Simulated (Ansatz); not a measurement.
# Tl2Se (model cell, started as antifluorite): a soft mode frozen in, part 3 of 3

Aim: this structure of Tl2Se (model cell, started as antifluorite) is to be tested for unstable modes, and one is followed downhill.

Ansatz 0.2.0; DFT PBE, scalar-relativistic, plane waves, PAW.

So far. Step 5 (Energy along the mode, all amplitudes (two of the runs …): The lowest of the steps tried is at 0.32 Å, 3.61 meV/atom below the parent; the bottom of the well need not coincide with a step. Step 7 (The new phase in its own primitive cell): The largest force component left is 0.47 meV/Å and the pressure is 0.000 GPa, within the tolerances set. The cell now holds 37.31 Å³/atom. The relaxed cell has a, b, c = 4.296, 7.560, 6.893 Å (conventional setting).

The structure was built from a prototype and need not be the compound's stable phase.

## Step 8: Modes of the new phase, k-mesh 8×4×6, occupations fixed

A relaxed structure may still be a saddle point, so its zone-centre modes are computed. The response to a homogeneous field gives the Born charges and the dielectric tensor.

File input.yaml:

```yaml
crystal:
  lattice:
    - [4.2963257659, 0.0, 0.0]
    - [0.0, 7.5598693216, 0.0]
    - [0.0, 0.0, 6.8925239641]
  atoms:
    - { symbol: Se, position: [0.0, 0.5, 0.4004810726] }
    - { symbol: Se, position: [0.5, 0.0, 0.5995189274] }
    - { symbol: Tl, position: [0.5, 0.7528916606, 0.2405859486] }
    - { symbol: Tl, position: [0.0, 0.2528916606, 0.7594140514] }
    - { symbol: Tl, position: [0.5, 0.2471083394, 0.2405859486] }
    - { symbol: Tl, position: [0.0, 0.7471083394, 0.7594140514] }
kpoints:
  mp_grid: { grid: [8, 4, 6] }
hamiltonian:
  xc: pbe
scf:
  occupations: { method: fixed }
output:
  eigenvalues: true
phonons:
  method: dfpt
  dielectric: true
  rigid_motions: translations
```

Launch:

```bash
> ansatz run input.yaml --threads 4 --pin off --max-ram 7168MiB --backend cpu --events-out ev --progress --plain --runs-dir out
```

Numbers of over 12 decimals in the logs are rounded to 6 here.

Log:

```text
[...]
Crystal: 6 atoms, lattice volume = 223.867 Å³
Basis set: ecut = 420 eV, 4397 PW (Γ), exchange–correlation on 60×108×96 points (8 copies of the dense FFT grid, shifted against one another)
Bands: 51, of which v1, the nominal top of the filled ones, is band 42 counted from 1 (41 counted from 0)
Symmetry: 8 space group operations
k-points: 100 of 192 (irreducible under 1 space group operation, time reversal used)
[...]
SCF iter   1: F=—  HF=-56716.869515 eV  |F-HF|=—  |Δ(HF+E_count)|=         —  Δρ=1.54e-3  dr2=6.08e-3  ethr=1.77e-3  ⟨swp⟩=4.7  Hψ=17284  notcnv=0  defer=678
[...]
SCF iter  10: F=-56716.868814 eV  HF=-56716.868814 eV  |F-HF|=3.64e-11  |Δ(HF+E_count)|=  1.89e-10  Δρ=6.59e-8  dr2=1.48e-11  ethr=1.00e-12  ⟨swp⟩=11.8  Hψ=28002  notcnv=0
SCF 1 converged in 10 iterations: F = -56716.868814 eV  dr2 = 1.48e-11
[...]
NSCF: frozen V_eff on 13 k-points
[...]
── the response to a field inside a basis, on 12×6×8 k-points: an SCF that follows is theirs, and a resumed run solves both again ──
Bands: 43, of which v1, the nominal top of the filled ones, is band 42 counted from 1 (41 counted from 0)
k-points: 72 of 576
[...]
Eigensolver: Dense (72 Hₖ)
SCF iter   1: F=—  HF=-56716.755122 eV  |F-HF|=—  |Δ(HF+E_count)|=         —  Δρ=1.94e-4  dr2=3.02e-5  ethr=1.00e-1
[...]
SCF iter   4: F=-56716.755153 eV  HF=-56716.755153 eV  |F-HF|=9.31e-9  |Δ(HF+E_count)|=   6.93e-7  Δρ=4.85e-6  dr2=6.19e-8  ethr=8.34e-10
SCF 1 converged in 4 iterations: F = -56716.755153 eV  dr2 = 6.19e-8
[...]
WARN: field response: ε∞ stands inside a basis, on 12×6×8 points; the force constants stand on the 8×4×6 k-mesh, whose period is 10.01 times the interband length at k = (0.0000, 0.2500, 0.0000), direct gap 1.250 eV, under 14: take them and everything formed from them as unconverged, and compare with a denser kpoints.mp_grid
SCF converged after 10 iterations
Free energy (F): -56716.868814 eV
[...]
Internal energy: -56716.868814 eV  (E = F + TS)
E sigma→0 (E₀):  -56716.868814 eV
Fermi energy:    5.961855 eV
[...]
--- Band table (eV; the first three rows and the last of 100) ---
  k-point 0: bands = [... 38 lower, 4.4259, 4.8878, 4.9045, 5.5318, 6.2945, 6.7922, 9.4485, 9.4538, ... 5 higher]
  k-point 1: bands = [... 38 lower, 4.6841, 4.8952, 4.9814, 5.5759, 6.2320, 6.9978, 9.2003, 9.3329, ... 5 higher]
  k-point 2: bands = [... 38 lower, 4.8233, 4.8741, 5.3712, 5.5638, 6.6588, 7.2780, 8.4946, 9.0275, ... 5 higher]
  k-point 99: bands = [... 38 lower, 4.5961, 4.5961, 4.6067, 4.6067, 6.8883, 6.8883, 8.5895, 8.5895, ... 5 higher]
--- Phonons (Γ-DFPT): 6 representative perturbations + reference, on 100 of 192 k-points (Σ response iterations 18) ---
  k mesh reduced under 1 symmetry operation, with k and −k counted as one. Each operation leaves every solved perturbation unchanged. A smaller set is not considered because the run solves the response to a homogeneous field
  ASR residual: 2.035e-4 → 0.000e0 eV/Å²; symmetrization residual: 5.022e-5 eV/Å²
  ASR residual per site (eV/Å²): 2.03e-4 2.03e-4 1.17e-4 1.17e-4 1.17e-4 1.17e-4
  Γ frequencies (cm⁻¹): 0.00 0.00 0.00 26.90 29.40 33.17 34.26 37.59 40.26 44.94 66.07 69.94 87.57 88.02 88.20 91.92 111.86 133.53
  ε∞ (high-frequency dielectric tensor):
        8.608118     0.000000     0.000000
        0.000000    10.714624     0.000000
        0.000000     0.000000     9.580148
  ε⁰ (static dielectric tensor: ions relaxed, cell fixed):
       16.376179    -0.000000     0.000000
       -0.000000    24.863889    -0.000000
        0.000000    -0.000000    12.483700
  ε⁰ − ε∞ (ionic part):
        7.768061    -0.000000     0.000000
       -0.000000    14.149265    -0.000000
        0.000000    -0.000000     2.903552
  softest optical mode at Γ: 26.90 cm⁻¹; the repairs (sum rule, projections) moved no ω² at Γ by more than (1.97 cm⁻¹)²
  Born effective charges Z* (e; rows j = field, columns β = displacement):
    site 0:
        -3.01629    0.00000    0.00000
        -0.00000   -3.74549    0.00000
         0.00000    0.00000   -2.33194
    site 1:
        -3.01629    0.00000    0.00000
        -0.00000   -3.74549    0.00000
         0.00000    0.00000   -2.33194
    site 2:
         1.50814    0.00000    0.00000
        -0.00000    1.87275    0.07221
        -0.00000    0.00089    1.16597
    site 3:
         1.50814    0.00000    0.00000
        -0.00000    1.87275   -0.07221
        -0.00000   -0.00089    1.16597
    site 4:
         1.50814   -0.00000    0.00000
         0.00000    1.87275   -0.07221
         0.00000   -0.00089    1.16597
    site 5:
         1.50814   -0.00000   -0.00000
         0.00000    1.87275    0.07221
         0.00000    0.00089    1.16597
  Z* charge neutrality: 1.935e-2 e pre-enforcement
  solved inside a basis spanned on kpoints, on 12×6×8 k-points, its susceptibility summed on 16×8×10: ε∞ is read to err by 5.8e-2, Z* by 2.8e-2 e (field_mesh: kpoints solves on kpoints); Z* is corrected for what the basis lacks
  optical modes at Γ without the LO–TO term, one row a degenerate level:
      ω (cm⁻¹)  modes    IR ((D/Å)²/amu)
         26.90      1             0.0000
         29.40      1             0.0000
         33.17      1             0.0000
         34.26      1             0.0000
         37.59      1             0.3845
         40.26      1             0.0000
         44.94      1             0.0000
         66.07      1             0.0000
         69.94      1             0.0143
         87.57      1             0.0000
         88.02      1             9.3982
         88.20      1             6.3428
         91.92      1             0.0000
[...]
optical modes at Γ + LO–TO along q̂ = [1.0000, 0.0000, 0.0000]:
      ω (cm⁻¹)  modes    IR ((D/Å)²/amu)
[...]
optical modes at Γ + LO–TO along q̂ = [0.0000, 1.0000, 0.0000]:
      ω (cm⁻¹)  modes    IR ((D/Å)²/amu)
[...]
optical modes at Γ + LO–TO along q̂ = [0.0000, 0.0000, 1.0000]:
      ω (cm⁻¹)  modes    IR ((D/Å)²/amu)
[...]
34.26      1             0.0000
         37.59      1             0.3845
         40.26      1             0.0000
         44.94      1             0.0000
         66.07      1             0.0000
         70.00      1             0.0064
         87.57      1             0.0000
         88.02      1             9.3982
         88.20      1             6.3428
         91.92      1             0.0000
        127.57      1             3.7848
        133.53      1             0.0000
```

The job ended after 6.4 min (4 threads of Arm Neoverse V2, shared host; peak memory 4.4 GiB; 25 min of CPU time).

Numbers from this step:

* sum-rule residual before enforcement: 2.03e-4 eV/Å²
* miss of the charge sum rule: 0.01935 e
* estimated error of the dielectric tensor: 0.05835
* estimated error of the Born charges: 0.02800 e
* point group: mmm
* highest optical mode at the zone centre (no LO-TO term): 133.5 cm⁻¹
* lowest optical zone-centre mode: 26.9 cm⁻¹
* mean high-frequency dielectric constant: 9.634
* largest Born charge (third of the trace): -3.031 e
* mean static dielectric constant: 17.91
* top of the zone-centre spectrum with the field: 133.5 cm⁻¹

Without the LO-TO term. Patterns of degenerate modes are one choice out of their space. Modes at Γ, with each element's share of the kinetic energy:

| mode | frequency (cm⁻¹) | symmetry | Se % | Tl % |
| --- | --- | --- | --- | --- |
| 1 | 0.0 | acoustic | 16 | 84 |
| 2 | 0.0 | acoustic | 16 | 84 |
| 3 | 0.0 | acoustic | 16 | 84 |
| 4 | 26.9 | B2g | 14 | 86 |
| 5 | 29.4 | B3g | 4 | 96 |
| 6 | 33.2 | Au | 0 | 100 |
| 7 | 34.3 | Ag | 28 | 72 |
| 8 | 37.6 | B2u | 3 | 97 |
| 9 | 40.3 | B1g | 0 | 100 |
| 10 | 44.9 | B3g | 7 | 93 |
| 11 | 66.1 | Ag | 3 | 97 |
| 12 | 69.9 | B1u | 0 | 100 |
| 13 | 87.6 | B2g | 86 | 14 |
| 14 | 88.0 | B2u | 81 | 19 |
| 15 | 88.2 | B3u | 84 | 16 |
| 16 | 91.9 | Ag | 69 | 31 |
| 17 | 111.9 | B1u | 83 | 17 |
| 18 | 133.5 | B3g | 89 | 11 |

Displacements in mode 4 (26.9 cm⁻¹), the largest set to 1:
```
Se1  0.91  0.00  0.00
Se2 -0.91  0.00  0.00
Tl3  1.00  0.00  0.00
Tl4 -1.00  0.00  0.00
Tl5  1.00  0.00  0.00
Tl6 -1.00  0.00  0.00
```

Displacements in mode 18 (133.5 cm⁻¹), the largest set to 1:
```
Se1  0.00  1.00  0.00
Se2  0.00 -1.00  0.00
Tl3  0.00 -0.06  0.15
Tl4  0.00  0.06  0.15
Tl5  0.00 -0.06 -0.15
Tl6  0.00  0.06 -0.15
```

Optical modes at the zone centre, without and with the macroscopic field of the longitudinal modes; each column is sorted by frequency, so a row need not hold one and the same mode. Modes with and without the field, by row:

| rank among optical modes | no field (cm⁻¹) | q along (1, 0, 0) (cm⁻¹) | q along (0, 1, 0) (cm⁻¹) | q along (0, 0, 1) (cm⁻¹) |
| --- | --- | --- | --- | --- |
| 1 | 26.9 | 26.9 | 26.9 | 26.9 |
| 2 | 29.4 | 29.4 | 29.4 | 29.4 |
| 3 | 33.2 | 33.2 | 33.2 | 33.2 |
| 4 | 34.3 | 34.3 | 34.3 | 34.3 |
| 5 | 37.6 | 37.6 | 39.5 | 37.6 |
| 6 | 40.3 | 40.3 | 40.3 | 40.3 |
| 7 | 44.9 | 44.9 | 44.9 | 44.9 |
| 8 | 66.1 | 66.1 | 66.1 | 66.1 |
| 9 | 69.9 | 69.9 | 69.9 | 70 |
| 10 | 87.6 | 87.6 | 87.6 | 87.6 |
| 11 | 88 | 88 | 88.2 | 88 |
| 12 | 88.2 | 91.9 | 91.9 | 88.2 |
| 13 | 91.9 | 111.9 | 111.9 | 91.9 |
| 14 | 111.9 | 121.7 | 127.7 | 127.6 |
| 15 | 133.5 | 133.5 | 133.5 | 133.5 |

Born charge (rows field, columns displacement) (e), principal values of the symmetric part by kind of site:

| atom | atoms with these values | low | middle | high | mean |
| --- | --- | --- | --- | --- | --- |
| Se1 | 2 | -3.75 | -3.02 | -2.33 | -3.03 |
| Tl3 | 4 | 1.16 | 1.51 | 1.87 | 1.52 |

In full for Tl3:

```
1.51 0.00 0.00
0.00 1.87 0.07
0.00 0.00 1.17
```

High-frequency dielectric tensor:

```
 8.61  0.00  0.00
 0.00 10.71  0.00
 0.00  0.00  9.58
```

Static dielectric tensor (ions relaxed, fixed cell):

```
16.38  0.00  0.00
 0.00 24.86  0.00
 0.00  0.00 12.48
```

Transverse modes. Infrared lines, with heights relative to the strongest:

| position (cm⁻¹) | lines merged | relative intensity |
| --- | --- | --- |
| 27 | 1 | 0.0 |
| 29 | 1 | 0.0 |
| 33 | 1 | 0.0 |
| 34 | 1 | 0.0 |
| 38 | 1 | 2.4 |
| 40 | 1 | 0.0 |
| 45 | 1 | 0.0 |
| 66 | 1 | 0.0 |
| 70 | 1 | 0.1 |
| 88 | 3 | 100 |
| 92 | 1 | 0.0 |
| 112 | 1 | 24 |
| 134 | 1 | 0.0 |

Before it was imposed, the acoustic sum rule was missed by 2.0e-4 eV/Å² and the charge sum rule by 0.019 e. Small misses are needed for a sound result but don't prove that mesh and cutoff are converged. The lowest optical mode is real, 26.9 cm⁻¹.

The log warns of the k mesh: “the force constants stand on the 8×4×6 k-mesh, whose period is 10.01 times the interband length at k = (0.0000, 0.2500, 0.0000), direct gap 1.250 eV, under 14: take them and everything formed from them as unconverged”.

## Step 9: The phases reached

The phases reached along the modes that were followed are set side by side.

Energies are those of the first relaxation, on the mesh of the frozen mode; space group, volume and gap are those of the last relaxation. Phases, by row:

| mode frozen in | space group | energy from parent (meV/atom) | volume (Å³/atom) | gap on mesh (eV) | lowest zone-centre optical mode (cm⁻¹) | largest shift (Å) |
| --- | --- | --- | --- | --- | --- | --- |
| parent | Fm-3m | 0 | 36.21 | 0.149 | – | – |
| q = (0, -0.5, -0.5), 36i cm⁻¹ | Pmmn | -42.86 | 37.31 | 0.27 | 26.9 | 1.036 |
| q = (0, -0.5, -0.5), 36i cm⁻¹ | Cmcm | -4.47 | 36.3 | 0 | -24.9 | 0.364 |
| q = (0, -0.5, -0.5), 36i cm⁻¹ | Pmmn | -42.86 | 37.31 | 0.27 | 26.9 | 1.037 |

## Step 10: What came out

| Property | Result |
| --- | --- |
| unstable mode of the parent | q = (0, -0.5, -0.5), 36i cm⁻¹ |
| depth at the lowest point sampled | 3.61 meV/atom |
| largest atomic shift at that point | 0.32 Å |
| space group reached | Pmmn |
| energy gained over the parent (first relaxation, on the mesh of the frozen mode) | 42.9 meV/atom |
| volume per atom, phase reached | 37.3 Å³ |
| gap on the k-mesh, phase reached | 0.270 eV |
| lowest optical zone-centre mode, phase reached | 26.9 cm⁻¹ |
| highest optical mode at the zone centre (no LO-TO term), phase reached | 134 cm⁻¹ |

**Reading.** Along this mode the structure falls into Pmmn, 42.9 meV/atom below the parent. At the parent's cell the well is 3.606 meV/atom deep on the steps tried, with its lowest point at a shift of 0.32 Å. Relaxing atoms and cell changes the gain by +39.26 meV/atom against the lowest step (energies at zero smearing). Most of the total comes from this relaxation. The new phase has no imaginary mode at the zone centre of its cell; other wavevectors were not checked. Of the 3 patterns followed to their end from this parent, this one reaches the lowest energy. Differences under 1.0 meV/atom are within the error of comparing unlike cells and meshes, so the order among close phases is not settled. Each path keeps the symmetry of its pattern, so a lower phase may lie along a pattern not tried. With the field response the log warns that the k mesh is coarse for the force constants too, so the frequencies are to be taken as unconverged. Where the field response was not run the interpolation lacks the dipole term, so the LO-TO splitting is missing from branches, density of states and sums. Spin-orbit coupling is left out, which can matter for the heavy elements here. The starting cell was built on a prototype and not taken from a measurement, so the phase need not exist.

[Logs are printed without paths, hosts, clocks, repeated set-up lines and the standing remarks that a program may print on its own settings, such as how far it seeks lower states.]

[Hosts, paths, dates, database ids (printed as entryN), source tags and the programs' standing remarks are cut or masked in the printed files.]
